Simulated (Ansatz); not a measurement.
## Al2Tl: relaxing a made-up structure

This structure for Al2Tl is made up. Its elements were placed in a known structure type with a cell scaled to their sizes. What cell does the guess relax to, and how far off was it?

Calculated with Ansatz 0.2.0; DFT, r2SCAN, plane-wave PAW, files of the set soft_1, scalar-relativistic, no spin, cell and ions relaxed at zero pressure; PAW set soft_1.

## 1. Starting point

The structure is orthorhombic, space group Cmmm (No. 65). Conventional cell: a = 4.127 Å, b = 13.855 Å, c = 4.371 Å, α = 90.00°, β = 90.00°, γ = 90.00°. Nearest to Tl lie 10 Al at 2.87 to 3.10 Å. Nearest to Al lie 4 Tl at 2.87 Å and 4 Al at 3.01 Å. Nearest to Al lie 4 Tl at 2.96 Å and 4 Al at 3.01 Å. Nearest to Al lie 2 Al at 2.52 Å and 6 Tl at 3.10 Å. Farther neighbours are not listed.

As a file:

```cif
data_structure
_symmetry_space_group_name_H-M 'Cmmm'
_symmetry_Int_Tables_number 65
_cell_length_a 4.1270
_cell_length_b 13.8550
_cell_length_c 4.3710
_cell_angle_alpha 90.000
_cell_angle_beta 90.000
_cell_angle_gamma 90.000
_cell_volume 249.93
loop_
_atom_site_label
_atom_site_type_symbol
_atom_site_symmetry_multiplicity
_atom_site_Wyckoff_symbol
_atom_site_fract_x
_atom_site_fract_y
_atom_site_fract_z
_atom_site_occupancy
Tl1 Tl 4 i 0.00000 0.64370 0.00000 1
Al1 Al 2 a 0.00000 0.00000 0.00000 1
Al2 Al 2 c 0.50000 0.00000 0.50000 1
Al3 Al 4 j 0.00000 0.80250 0.50000 1
```

## 2. Relaxing cell and atoms

The guessed cell has no reason to be at equilibrium. It is relaxed with the atoms, within the space group of the guess.

Contents of input.yaml:

```yaml
crystal:
  lattice:
    - [2.0635, -6.9275, 0.0]
    - [2.0635, 6.9275, 0.0]
    - [0.0, 0.0, 4.371]
  atoms:
    - { symbol: Tl, position: [0.3563, 0.6437, 0.0] }
    - { symbol: Tl, position: [0.6437, 0.3563, 0.0] }
    - { symbol: Al, position: [0.0, 0.0, 0.0] }
    - { symbol: Al, position: [0.5, 0.5, 0.5] }
    - { symbol: Al, position: [0.1975, 0.8025, 0.5] }
    - { symbol: Al, position: [0.8025, 0.1975, 0.5] }
kpoints:
  mp_grid: { grid: [7, 7, 6] }
scf:
  occupations: { method: fermi_dirac, width: 0.05 }
hamiltonian:
  xc: r2scan
  pseudopotentials: { kind: paw, azcp: { folder: soft_1 } }
relax:
  f_tol: 0.015
  max_steps: 70
  cell: {}
output:
  forces: true
  stress: true
```

Launch:

```sh
$ ansatz run input.yaml --threads 4 --pin off --max-ram 10240MiB --backend cpu --events-out ev --progress --plain --runs-dir out
```

Numbers of over 12 decimals in the logs are rounded to 6 here.

The log of the run:

```text
Engine: ansatz 0.2.0, x86_64-unknown-linux-gnu
Pseudopotentials: kind: paw
Pseudopotential: Tl, paw, valence charge 13, recommended cutoff 500 eV (meta_gga), soft_1/Tl.paw.azcp
Pseudopotential: Al, paw, valence charge 3, recommended cutoff 500 eV (meta_gga), soft_1/Al.paw.azcp
Functional definition: r2SCAN
  parameter k0 = 0.174
  parameter k1 = 0.065
  parameter a1 = 4.9479
  exchange = r2scan_x(k0 = k0, k1 = k1, a1 = a1)
  correlation = r2scan_c
Crystal: 6 atoms, lattice volume = 124.966 Å³
Basis set: ecut = 500 eV, 3153 PW (Γ), exchange–correlation on 216×216×128 points (64 copies of the dense FFT grid, shifted against one another)
Bands: 25, of which v1, the nominal top of the filled ones, is band 19 counted from 1 (18 counted from 0)
Symmetry: 8 space group operations
Space group: Cmmm (ITA 65), of the structure as read, at distance tolerance 5.0e-5 Å
k-points: 64 of 294
Non-local potential: Tl, projectors of the file, l = 0: 2, l = 1: 2, l = 2: 2, l = 3: 1
Non-local potential: Al, projectors of the file, l = 0: 2, l = 1: 2, l = 2: 1
PAW form: soft (Blöchl's): semilocal exchange-correlation on the pseudo side does not see the compensation charge
PAW frozen core: Tl, regenerated for the run's functional (the file was generated under x = pbe(κ = 0.804, μ = 0.219515), c = pbe(β = 0.066725))
PAW frozen core: Al, regenerated for the run's functional (the file was generated under x = pbe(κ = 0.804, μ = 0.219515), c = pbe(β = 0.066725))
PAW one-centre angular grid: Tl, 590 points (default); XC on 160 Gauss nodes
PAW one-centre angular grid: Al, 302 points (default); XC on 160 Gauss nodes
Initial density: superposition of atomic densities (chi_scale 0.1, normalization cell, long waves kept (reshape's long-wave potential 0.00 eV rms))
Initial wavefunctions: pseudopotential atomic-orbital guess
Functional: x = r2scan, c = r2scan; τ floored in thin density (d = 2e-4 eV/Å³)
iter 1 solved again at ethr=2.75e-3 eV; its pass at ethr=3.10e-3 eV (dr2=1.04e0 eV) is discarded
SCF iter   1: F=—  HF=-25079.781344 eV  |F-HF|=—  |Δ(HF+E_count)|=         —  Δρ=2.39e-2  dr2=1.06e0  dr2_τ=1.37e-2  ethr=2.75e-3  ⟨swp⟩=1.0  Hψ=10350  notcnv=0
preconditioner: auto → Kerker (q_TF=auto, 2.237 Å⁻¹)  [metal: Δε(μ)=0.019 eV  Ē_g=10.604 eV  σ=0.050 eV  W_gap=0.10  n_scr=26 (ndim 8)  ℏωp=20.5 eV  f_vac=0.000  D(μ)=2.30/eV (n_scr^D=14)]
SCF iter   2: F=—  HF=-25079.722721 eV  |F-HF|=—  |Δ(HF+E_count)|=   5.86e-2  Δρ=1.53e-2  dr2=4.04e-1  dr2_τ=2.54e-3  ethr=2.75e-3  ⟨swp⟩=2.0  Hψ=1957  notcnv=0
SCF iter   3: F=—  HF=-25079.692519 eV  |F-HF|=—  |Δ(HF+E_count)|=   3.02e-2  Δρ=2.73e-3  dr2=1.35e-2  dr2_τ=5.35e-4  ethr=1.06e-3  ⟨swp⟩=2.6  Hψ=2685  notcnv=0
SCF iter   4: F=—  HF=-25079.694120 eV  |F-HF|=—  |Δ(HF+E_count)|=   1.60e-3  Δρ=1.04e-3  dr2=2.22e-3  dr2_τ=1.08e-5  ethr=3.55e-5  ⟨swp⟩=2.4  Hψ=2956  notcnv=0  defer=2
SCF iter   5: F=—  HF=-25079.694575 eV  |F-HF|=—  |Δ(HF+E_count)|=   4.56e-4  Δρ=1.88e-4  dr2=7.07e-5  dr2_τ=6.88e-7  ethr=5.84e-6  ⟨swp⟩=2.0  Hψ=2151  notcnv=0  defer=2
SCF iter   6: F=—  HF=-25079.694656 eV  |F-HF|=—  |Δ(HF+E_count)|=   8.04e-5  Δρ=6.63e-5  dr2=8.73e-6  dr2_τ=4.92e-8  ethr=1.86e-7  ⟨swp⟩=2.0  Hψ=2158  notcnv=0  defer=2
SCF iter   7: F=—  HF=-25079.694668 eV  |F-HF|=—  |Δ(HF+E_count)|=   1.23e-5  Δρ=1.46e-5  dr2=5.55e-7  dr2_τ=1.38e-8  ethr=2.30e-8  ⟨swp⟩=2.2  Hψ=2660  notcnv=0  defer=2
SCF iter   8: F=-25079.694668 eV  HF=-25079.694668 eV  |F-HF|=3.17e-8  |Δ(HF+E_count)|=   4.59e-7  Δρ=4.68e-6  dr2=5.44e-8  dr2_τ=4.55e-10  ethr=2.63e-10  ⟨swp⟩=4.7  Hψ=5625  notcnv=0
SCF 1 converged in 8 iterations: F = -25079.694668 eV  dr2 = 5.44e-8
  greatest PAW one-centre occupation: 0.958 electrons in one spin orbital (limit 2), on the Tl atom at site 1 (counted from 0), in its partial waves of l = 2
relax step   1: F+E_penalty+E_count = -25079.69466848 eV  Δ(F+E_penalty+E_count) = +0.000e0 eV  max|allowed force component| = 1.192e0 eV/Å  Δτ_max = 0.0000 Å  P = +3.658 GPa  Ω = 124.966 Å³  (8 SCF iters, dr2 threshold 1.00e-7 eV, accepted)
Crystal: 6 atoms, lattice volume = 131.122 Å³
Basis set: ecut = 500 eV, 3309 PW (Γ), exchange–correlation on 216×216×128 points (64 copies of the dense FFT grid, shifted against one another)
Initial density: handed on by an earlier stage of this run
Initial wavefunctions: those handed on with the density
iter 1 solved again at ethr=1.52e-4 eV; its pass at ethr=3.10e-3 eV (dr2=5.78e-2 eV) is discarded
SCF iter   1: F=—  HF=-25079.613848 eV  |F-HF|=—  |Δ(HF+E_count)|=         —  Δρ=5.10e-3  dr2=5.81e-2  dr2_τ=3.05e-1  ethr=1.52e-4  ⟨swp⟩=1.1  Hψ=9986  notcnv=0
preconditioner: auto → Kerker (q_TF=auto, 2.219 Å⁻¹)  [metal: Δε(μ)=0.057 eV  Ē_g=10.733 eV  σ=0.050 eV  W_gap=0.28  n_scr=26 (ndim 8)  ℏωp=20.0 eV  f_vac=0.000  D(μ)=2.25/eV (n_scr^D=14)]
SCF iter   2: F=—  HF=-25079.985176 eV  |F-HF|=—  |Δ(HF+E_count)|=   3.71e-1  Δρ=3.32e-3  dr2=2.55e-2  dr2_τ=1.84e-4  ethr=1.52e-4  ⟨swp⟩=2.9  Hψ=3375  notcnv=0
SCF iter   3: F=—  HF=-25079.982887 eV  |F-HF|=—  |Δ(HF+E_count)|=   2.29e-3  Δρ=1.85e-3  dr2=7.45e-3  dr2_τ=4.34e-5  ethr=6.70e-5  ⟨swp⟩=1.0  Hψ=1683  notcnv=0
SCF iter   4: F=—  HF=-25079.982413 eV  |F-HF|=—  |Δ(HF+E_count)|=   4.74e-4  Δρ=2.29e-4  dr2=1.37e-4  dr2_τ=1.69e-6  ethr=1.96e-5  ⟨swp⟩=2.5  Hψ=2419  notcnv=0
SCF iter   5: F=—  HF=-25079.982490 eV  |F-HF|=—  |Δ(HF+E_count)|=   7.66e-5  Δρ=6.95e-5  dr2=1.43e-5  dr2_τ=1.11e-7  ethr=3.61e-7  ⟨swp⟩=2.3  Hψ=2416  notcnv=0
SCF iter   6: F=—  HF=-25079.982494 eV  |F-HF|=—  |Δ(HF+E_count)|=   4.42e-6  Δρ=3.05e-5  dr2=1.74e-6  dr2_τ=2.66e-8  ethr=3.76e-8  ⟨swp⟩=2.4  Hψ=2662  notcnv=0
SCF iter   7: F=-25079.982495 eV  HF=-25079.982495 eV  |F-HF|=7.40e-8  |Δ(HF+E_count)|=   7.49e-7  Δρ=1.29e-5  dr2=4.18e-7  dr2_τ=3.00e-9  ethr=1.58e-9  ⟨swp⟩=4.0  Hψ=5479  notcnv=0
SCF 2 converged in 7 iterations: F = -25079.982495 eV  dr2 = 4.18e-7
relax step   2: F+E_penalty+E_count = -25079.98249473 eV  Δ(F+E_penalty+E_count) = -2.878e-1 eV  max|allowed force component| = 5.905e-1 eV/Å  Δτ_max = 0.1012 Å  P = -0.331 GPa  Ω = 131.122 Å³  energy of the carried Pulay correction = -2.755e-4 eV  (7 SCF iters, dr2 threshold 6.00e-7 eV, accepted)
Crystal: 6 atoms, lattice volume = 128.484 Å³
Basis set: ecut = 500 eV, 3247 PW (Γ), exchange–correlation on 216×216×128 points (64 copies of the dense FFT grid, shifted against one another)
iter 1 solved again at ethr=1.32e-4 eV; its pass at ethr=3.10e-3 eV (dr2=5.00e-2 eV) is discarded
SCF iter   1: F=—  HF=-25080.029870 eV  |F-HF|=—  |Δ(HF+E_count)|=         —  Δρ=3.46e-3  dr2=4.62e-2  dr2_τ=7.43e-2  ethr=1.32e-4  ⟨swp⟩=1.2  Hψ=9929  notcnv=0
[...]
relax step  12: F+E_penalty+E_count = -25080.89545943 eV  Δ(F+E_penalty+E_count) = -9.547e-4 eV  max|allowed force component| = 1.242e-3 eV/Å  Δτ_max = 0.0133 Å  P = -0.063 GPa  Ω = 141.847 Å³  energy of the carried Pulay correction = -7.254e-4 eV  (6 SCF iters, dr2 threshold 1.91e-7 eV, accepted)
relax step  13: F+E_penalty+E_count = -25080.89569741 eV  Δ(F+E_penalty+E_count) = -2.380e-4 eV  max|allowed force component| = 9.114e-3 eV/Å  Δτ_max = 0.0037 Å  P = +0.001 GPa  Ω = 141.365 Å³  energy of the carried Pulay correction = -7.059e-4 eV  (7 SCF iters, dr2 threshold 2.70e-8 eV, accepted)
relax step  14: F+E_penalty+E_count = -25080.89074806 eV  Δ(F+E_penalty+E_count) = +4.949e-3 eV  max|allowed force component| = 5.994e-2 eV/Å  Δτ_max = 0.0342 Å  P = +0.724 GPa  Ω = 137.362 Å³  energy of the carried Pulay correction = -5.417e-4 eV  (9 SCF iters, dr2 threshold 1.26e-8 eV, rejected (line search))
relax step  15: F+E_penalty+E_count = -25080.89673644 eV  Δ(F+E_penalty+E_count) = -1.039e-3 eV  max|allowed force component| = 4.090e-3 eV/Å  Δτ_max = 0.0111 Å  P = -0.055 GPa  Ω = 141.011 Å³  energy of the carried Pulay correction = -6.916e-4 eV  (11 SCF iters, accepted)
relax step  16: F+E_penalty+E_count = -25080.89938206 eV  Δ(F+E_penalty+E_count) = -2.646e-3 eV  max|allowed force component| = 2.311e-2 eV/Å  Δτ_max = 0.0160 Å  P = +0.229 GPa  Ω = 139.367 Å³  energy of the carried Pulay correction = -6.246e-4 eV  (8 SCF iters, dr2 threshold 5.19e-8 eV, accepted)
relax step  17: F+E_penalty+E_count = -25080.89981054 eV  Δ(F+E_penalty+E_count) = -4.285e-4 eV  max|allowed force component| = 2.840e-2 eV/Å  Δτ_max = 0.0129 Å  P = +0.165 GPa  Ω = 139.614 Å³  energy of the carried Pulay correction = -6.347e-4 eV  (6 SCF iters, dr2 threshold 4.21e-7 eV, accepted)
relax step  18: F+E_penalty+E_count = -25080.90044404 eV  Δ(F+E_penalty+E_count) = -6.335e-4 eV  max|allowed force component| = 1.168e-2 eV/Å  Δτ_max = 0.0131 Å  P = -0.140 GPa  Ω = 140.866 Å³  energy of the carried Pulay correction = -6.857e-4 eV  (7 SCF iters, dr2 threshold 2.35e-7 eV, accepted)
relax step  19: F+E_penalty+E_count = -25080.90078606 eV  Δ(F+E_penalty+E_count) = -3.420e-4 eV  max|allowed force component| = 6.652e-3 eV/Å  Δτ_max = 0.0012 Å  P = +0.025 GPa  Ω = 140.282 Å³  energy of the carried Pulay correction = -6.620e-4 eV  (6 SCF iters, dr2 threshold 1.18e-7 eV, accepted)
relax step  20: F+E_penalty+E_count = -25080.90081565 eV  Δ(F+E_penalty+E_count) = -2.959e-5 eV  max|allowed force component| = 1.633e-3 eV/Å  Δτ_max = 0.0018 Å  P = -0.002 GPa  Ω = 140.350 Å³  energy of the carried Pulay correction = -6.647e-4 eV  (6 SCF iters, dr2 threshold 8.79e-9 eV, accepted)
relax step  21: F+E_penalty+E_count = -25080.90501627 eV  Δ(F+E_penalty+E_count) = -4.201e-3 eV  max|allowed force component| = 1.420e-3 eV/Å  Δτ_max = 0.0000 Å  P = +0.032 GPa  Ω = 140.350 Å³  stress off target by 1.17e-1 GPa  SCF on the basis re-selected at this cell (its energy is not comparable with the rows above)  (6 SCF iters)
relax step  22: F+E_penalty+E_count = -25080.90523448 eV  Δ(F+E_penalty+E_count) = -2.182e-4 eV  max|allowed force component| = 3.460e-3 eV/Å  Δτ_max = 0.0033 Å  P = +0.002 GPa  Ω = 140.570 Å³  energy of the carried Pulay correction = -7.071e-6 eV  (6 SCF iters, dr2 threshold 3.39e-8 eV, accepted)
iter 1 solved again at ethr=5.80e-7 eV; its pass at ethr=3.10e-3 eV (dr2=2.20e-4 eV) is discarded
SCF iter   1: F=—  HF=-25080.905234 eV  |F-HF|=—  |Δ(HF+E_count)|=         —  Δρ=4.40e-6  dr2=1.37e-8  dr2_τ=1.14e-9  ethr=5.80e-7  ⟨swp⟩=3.0  Hψ=11786  notcnv=0
eigensolver tolerance schedule: the retry pair's looser diagonalisation over-reported the residual by 16117.84 of it (diagonalisation noise at an unbounded share of the residual, at the tolerance the schedule requests for it); recorded, not acted on — ethr = c·dr2/N_el stays at c = 1.0e-1
SCF iter   2: F=—  HF=-25080.905240 eV  |F-HF|=—  |Δ(HF+E_count)|=   5.85e-6  Δρ=2.53e-6  dr2=8.31e-9  dr2_τ=8.91e-10  ethr=3.60e-11  ⟨swp⟩=3.0  Hψ=3819  notcnv=0
SCF iter   3: F=—  HF=-25080.905240 eV  |F-HF|=—  |Δ(HF+E_count)|=   6.55e-8  Δρ=7.70e-7  dr2=1.29e-9  dr2_τ=2.25e-10  ethr=2.19e-11  ⟨swp⟩=2.3  Hψ=2324  notcnv=0
SCF iter   4: F=—  HF=-25080.905240 eV  |F-HF|=—  |Δ(HF+E_count)|=  1.89e-10  Δρ=3.43e-7  dr2=8.08e-11  dr2_τ=3.03e-11  ethr=3.39e-12  ⟨swp⟩=2.2  Hψ=2710  notcnv=0
SCF iter   5: F=-25080.905240 eV  HF=-25080.905240 eV  |F-HF|=1.09e-11  |Δ(HF+E_count)|=  6.84e-10  Δρ=1.19e-7  dr2=1.56e-11  dr2_τ=3.35e-12  ethr=1.00e-12  ⟨swp⟩=4.0  Hψ=5167  notcnv=0
SCF 23 converged in 5 iterations: F = -25080.905240 eV  dr2 = 1.56e-11
relax step  23: F+E_penalty+E_count = -25080.90524040 eV  Δ(F+E_penalty+E_count) = -5.920e-6 eV  max|allowed force component| = 3.423e-3 eV/Å  Δτ_max = 0.0000 Å  P = +0.002 GPa  Ω = 140.570 Å³  stress off target by 1.70e-2 GPa  SCF on the basis re-selected at this cell (its energy is not comparable with the rows above)  (5 SCF iters)
basis re-selected at this cell: Δ(F+E_penalty+E_count) = -5.920e-6 eV, ΔP = +0.000 GPa vs the last step (what re-selecting the basis moved, of the pressure what is left beyond the Pulay correction that the steps carried, after the strain that the cell walked since its last selection, with what the two solves' SCF thresholds leave and, on support functions, any second-order correction that the steps lacked; it is no m [...]
SCF converged after 5 iterations
Free energy (F): -25080.905240 eV
Harris-Foulkes:  -25080.905240 eV  (|F-HF|=1.09e-11)
Internal energy: -25080.879686 eV  (E = F + TS)
E sigma→0 (E₀):  -25080.892463 eV
Entropy (-TS):   -0.025554 eV (-4.259 meV/atom)
Fermi energy:    7.567787 eV
--- Per-component energies (eV) ---
  E_band       = -30.548128
  E_kinetic    = 618.479608
  E_local      = -2270.742375  (includes V_loc(G=0)·N_el)
  E_nonlocal   = 671.062684
  E_hartree    = 912.353270
  E_xc         = -484.118329
  E_vxc        = -389.425329  (∫ρ·V_xc dr)
  E_paw        = -22324.768328  (= ΣΔE_a)
  E_vpaw       = -508.734035  (= ΣTr[D̂ρ^β])
  E_aug_tail   = -0.000030  (compensation charges beyond the density's cutoff)
  E_vtau       = 24.104852  (kinetic-family band-sum trace: ∫τ·v_τ [+ j·A + Jᵃ·Aᵃ] dr)
  E_ewald      = -2204.984861
  E_core_change = 1.838675  (= ΣΔE_core)
  E_smearing   = -0.025554  (= −TS)
  E_closure    = 0.000000  (closes the sum)
  Σ components = -25080.905240   (vs F -25080.905240, Δ=0.00e0)
--- Forces (eV/Å), atoms counted from 1 ---
  atom   1  Tl     0.00000000    -0.00342303     0.00000000
  atom   2  Tl     0.00000000     0.00342303     0.00000000
  atom   3  Al     0.00000000     0.00000000     0.00000000
  atom   4  Al     0.00000000     0.00000000     0.00000000
  atom   5  Al     0.00000000    -0.00198903     0.00000000
  atom   6  Al     0.00000000     0.00198903     0.00000000
  max |Σ_I F_I| component: 4.93e-32 eV/Å
--- Stress (GPa, compression-positive) ---
        0.003922       0.000000       0.000000
        0.000000       0.016975       0.000000
        0.000000       0.000000      -0.014173
  P = ⅓ Tr σ = 0.0022 GPa (0.022 kbar)
--- Relaxed structure (21 steps of the walk, 20 accepted, 2 SCFs on fresh bases) ---
  F+E_penalty+E_count = -25080.90524040 eV   max|allowed force component| = 3.423e-3 eV/Å   (the final SCF, on the basis selected at the relaxed cell)
  cell:  # Å, volume = 140.5705 Å³
    - [2.007309, -8.673769, 0.0]
    - [2.007309, 8.673769, 0.0]
    - [0.0, 0.0, 4.036845]
  atoms:
    - { symbol: Tl, position: [0.330430, 0.669570, 0.0] }
    - { symbol: Tl, position: [0.669570, 0.330430, 0.0] }
    - { symbol: Al, position: [-1.7215768888257707e-19, 1.721576888825777e-19, 0.0] }
    - { symbol: Al, position: [0.5, 0.5, 0.500000] }
    - { symbol: Al, position: [0.106446, 0.893554, 0.500000] }
    - { symbol: Al, position: [0.893554, 0.106446, 0.500000] }
```

It took 65 s on 4 threads of INTEL XEON PLATINUM 8581C at 2.30GHz (Emerald Rapids), shared host; peak memory 1.4 GiB.

Relaxation path (22 of 23):

| step | energy less that of the first step (eV) | largest force component (eV/Å) | pressure (GPa) | volume (Å³) |
| --- | --- | --- | --- | --- |
| 1 | 0.0000 | 1.1915 | 3.66 | 124.97 |
| 2 | -0.2878 | 0.5905 | -0.33 | 131.12 |
| 3 | -0.4200 | 0.3611 | -0.35 | 128.48 |
| 4 | -0.5299 | 0.2318 | 0.92 | 123.94 |
| 5 | -0.6387 | 0.2764 | 1.87 | 122.99 |
| 6 | -0.7929 | 0.2847 | 2.55 | 123.63 |
| 7 | -0.9471 | 0.0537 | 3.13 | 125.70 |
| 8 | -1.1123 | 0.0795 | 0.79 | 134.63 |
| 9 | -1.1576 | 0.2127 | -0.25 | 139.93 |
| 10 | -1.1954 | 0.0555 | -0.30 | 142.15 |
| 11 | -1.1998 | 0.0553 | 0.16 | 141.82 |
| 13 | -1.2010 | 0.0091 | 0.00 | 141.37 |
| 14 | -1.1961 | 0.0599 | 0.72 | 137.36 |
| 15 | -1.2021 | 0.0041 | -0.06 | 141.01 |
| 16 | -1.2047 | 0.0231 | 0.23 | 139.37 |
| 17 | -1.2051 | 0.0284 | 0.16 | 139.61 |
| 18 | -1.2058 | 0.0117 | -0.14 | 140.87 |
| 19 | -1.2061 | 0.0067 | 0.02 | 140.28 |
| 20 | -1.2061 | 0.0016 | 0.00 | 140.35 |
| 21* | -1.2103 | 0.0014 | 0.03 | 140.35 |
| 22 | -1.2106 | 0.0035 | 0.00 | 140.57 |
| 23* | -1.2106 | 0.0034 | 0.00 | 140.57 |

Relaxation steps marked * repeat the geometry before them on a plane-wave basis chosen anew for their cell, so energy and pressure can jump there. Other such steps can lie between the rows shown. Relaxation step 14 was tried and not accepted.

Forces are held to the 8 operations that the run works with; a distortion that breaks them can't arise in this run.

| cell as run | before | after | change |
| --- | --- | --- | --- |
| a (Å) | 7.228 | 8.903 | +23.2 % |
| b (Å) | 7.228 | 8.903 | +23.2 % |
| c (Å) | 4.371 | 4.037 | -7.6 % |
| γ (°) | 146.83 | 153.94 | +4.8 % |
| volume (Å³/atom) | 20.83 | 23.43 | +12.5 % |

The atoms that moved most (Å, as changes of fractional coordinates times the final cell):

| atom | dx | dy | dz | length |
| --- | --- | --- | --- | --- |
| Al6 | 0.000 | -1.580 | 0.000 | 1.580 |
| Al5 | 0.000 | 1.580 | 0.000 | 1.580 |
| Tl1 | 0.000 | 0.449 | 0.000 | 0.449 |
| Tl2 | 0.000 | -0.449 | 0.000 | 0.449 |

The relaxed structure:

```xyz
6
Lattice="2.0073 -8.6738 0.0000 2.0073 8.6738 0.0000 0.0000 0.0000 4.0368" Properties=species:S:1:pos:R:3 pbc="T T T"
Tl    2.0073    2.9416    0.0000
Tl    2.0073   -2.9416    0.0000
Al    0.0000    0.0000    0.0000
Al    2.0073    0.0000    2.0184
Al    2.0073    6.8272    2.0184
Al    2.0073   -6.8272    2.0184
```

This step gave:

```yaml
free_energy: -25080.9052 eV
energy_at_zero_smearing: -25080.8925 eV
smearing_term_ts: 0.02555 eV
fermi_energy: 7.568 eV
electrons: 38
symmetry_operations: 8
pressure: 0.002241 GPa
```

The shortest distance of each pair, which need not be the same contact before and after:

| pair | guess (Å) | relaxed (Å) |
| --- | --- | --- |
| Al–Al | 2.525 | 2.727 |
| Al–Tl | 2.867 | 3.050 |
| Tl–Tl | 3.596 | 3.437 |

The relaxation ends with a largest force component of 0.0034 eV/Å and a pressure of 0.00 GPa.

## 3. Outcome

```json
{
 "space group, relaxed": "Cmmm",
 "conventional cell": "a = 4.015, b = 17.348, c = 4.037 Å; α = 90.0°, β = 90.0°, γ = 90.0°",
 "volume per atom": "23.43 Å³ (guess 20.83)"
}
```

**Reading.** Al2Tl relaxes to Cmmm with a = 4.015, b = 17.348 and c = 4.037 Å. The guessed volume was 11 % too small. The space group Cmmm was held in the relaxation, so the end point is a stationary structure within it and may be a saddle against distortions or other arrangements. Mesh and cutoff weren't tested. A vector of the cell changed its length by 23 %, so the starting arrangement is largely lost and the mesh was laid for another shape. Spin-orbit coupling is left out, which can matter for elements this heavy. No dispersion term is used, so weakly bound directions may come out too long. Nothing here tests whether the compound is stable against decomposition.

[Logs are printed without paths, hosts, clocks, repeated set-up lines and the standing remarks that a program may print on its own settings, such as how far it seeks lower states.]

[Hosts, paths, dates, database ids (printed as entryN), source tags and the programs' standing remarks are cut or masked in the printed files.]
